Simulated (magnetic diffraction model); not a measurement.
# Ho3Ga4Ag3B4 below its ordering temperature

Space group Immm (no. 71), a = 4.1850 Å, b = 8.9160 Å, c = 12.1370 Å.

| site | atom | x | y | z |
| --- | --- | --- | --- | --- |
| 4i | Ho | 1/2 | 1/2 | 0.2979 |
| 2c | Ho | 1/2 | 1/2 | 0 |
| 4g | Ag | 0 | 0.1900 | 0 |
| 2b | Ag | 1/2 | 0 | 0 |
| 8l | Ga | 1/2 | 0.2255 | 0.1433 |
| 8l | B | 0 | 0.6375 | 0.8426 |

This is a made-up structure (elements placed in a structure type, unrelaxed), so the numbers test the method and describe no known phase.

Only Ho is taken to order (form factors of Ho3+); orders and moment sizes are assumed, and not adapted to the symmetry. Radiation: neutrons of λ = 4.2 Å (absorption by B left out), 8° to 90°; isotropic B of 0.42 Å² (Ho), 0.53 Å² (Ag), 0.79 Å² (Ga) and 1.23 Å² (B). The intensities are simulated: I ∝ L Σ (|F_N|² + |F_M⊥|²) for unpolarised neutrons, with F_M = 2.695 fm/μB × Σ f(s) S exp(2πi Q·r) exp(−B s²) at Q = H ± k (one set where k and −k are equivalent), only the part normal to Q counting and L = 1/(sin²θ cos θ). For collinear order S is the moment m, which repeats by lattice and centring translations R with the sign exp(−2πi k·R). Form factors are spin-only for 3d ions and dipole or tabulated for f ions, scattering lengths are Sears's of 1992, and absorption is left out. A label names one of the reflections at its angle. The strongest nuclear line in the range is 100, and lines under 0.2 are left out.

Above the ordering temperature:

| 2θ (°) | index | I |
| --- | --- | --- |
| 33.99 | (0 1 1) | 26.4 |
| 40.49 | (0 0 2) | 11.1 |
| 56.21 | (0 2 0) | 100.0 |
| 64.12 | (1 0 1) | 26.3 |
| 67.33 | (1 1 0) | 32.7 |
| 69.50 | (0 1 3) | 1.5 |
| 81.61 | (1 1 2) | 0.4 |
| 87.59 | (0 0 4) | 45.0 |

Below it (cell unchanged):

```tsv
2θ (°)	I
30.78	3870.2
33.99	26.4
40.49	11.1
41.57	4998.9
42.32	966.8
51.06	813.3
56.21	100.0
60.01	725.5
64.12	26.3
65.46	1775.2
67.11	2414.1
67.33	32.7
69.50	1.5
72.81	640.0
81.61	0.4
81.92	201.5
86.78	1178.2
87.59	45.0
88.30	216.1
```

**Question.** Check that the new lines index with k = (1/2 0 1/2), then choose among these models:
A. collinear moments along [111], 8.1 μB on Ho; signs + at (1/2, 1/2, 0.2979), + at (1/2, 1/2, 0.7021), − at (1/2, 1/2, 0)
B. collinear moments along [101], 8.1 μB on Ho; signs + at (1/2, 1/2, 0.2979), + at (1/2, 1/2, 0.7021), − at (1/2, 1/2, 0)
C. collinear moments along [101], 8.1 μB on Ho; signs + at (1/2, 1/2, 0.2979), − at (1/2, 1/2, 0.7021), + at (1/2, 1/2, 0)
D. collinear moments along [111], 8.1 μB on Ho; signs + at (1/2, 1/2, 0.2979), − at (1/2, 1/2, 0.7021), + at (1/2, 1/2, 0)

The new lines index as (1/2 0 1/2) at 30.78°, (1/2 1 -1/2) at 41.57°, (1/2 0 -3/2) at 42.32° and (1/2 1 3/2) at 51.06°, that is as H ± k with k = (1/2 0 1/2), one of 2 inequivalent arms of its star (k and −k counted as one), which a powder can't tell apart. Half indices mean that the moments reverse under translations with k·R a half-integer, and the magnetic cell has twice the primitive volume.

Magnetic intensity, observed (below minus above) and for each model:

| 2θ (°) | index | observed | A | B | C | D |
| --- | --- | --- | --- | --- | --- | --- |
| 30.78 | (1/2 0 1/2) | 3870.2 | 3870.2 | 3226.9 | 4292.8 | 5148.4 |
| 41.57 | (1/2 1 -1/2) | 4998.9 | 4998.9 | 5835.5 | 7762.9 | 6650.0 |
| 60.01 | (1/2 0 5/2) | 725.5 | 725.5 | 76.6 | 13.4 | 126.7 |
| 65.46 | (1/2 2 1/2) | 1775.2 | 1775.2 | 2333.0 | 3103.6 | 2361.6 |
| 67.11 | (1/2 1 -5/2) | 2414.1 | 2414.1 | 2226.0 | 388.7 | 421.6 |
| 81.92 | (1/2 0 -7/2) | 201.5 | 201.5 | 142.4 | 954.0 | 1349.8 |
| 86.78 | (1/2 2 5/2) | 1178.2 | 1178.2 | 1147.6 | 200.4 | 205.8 |
| 88.30 | (1/2 1 7/2) | 216.1 | 216.1 | 69.1 | 463.1 | 1447.2 |

Model A matches.

The structure used: k = (1/2 0 1/2), collinear moments along [111], 8.1 μB on Ho; signs + at (1/2, 1/2, 0.2979), + at (1/2, 1/2, 0.7021), − at (1/2, 1/2, 0).

[Logs are printed without paths, hosts, clocks, repeated set-up lines and the standing remarks that a program may print on its own settings, such as how far it seeks lower states.]
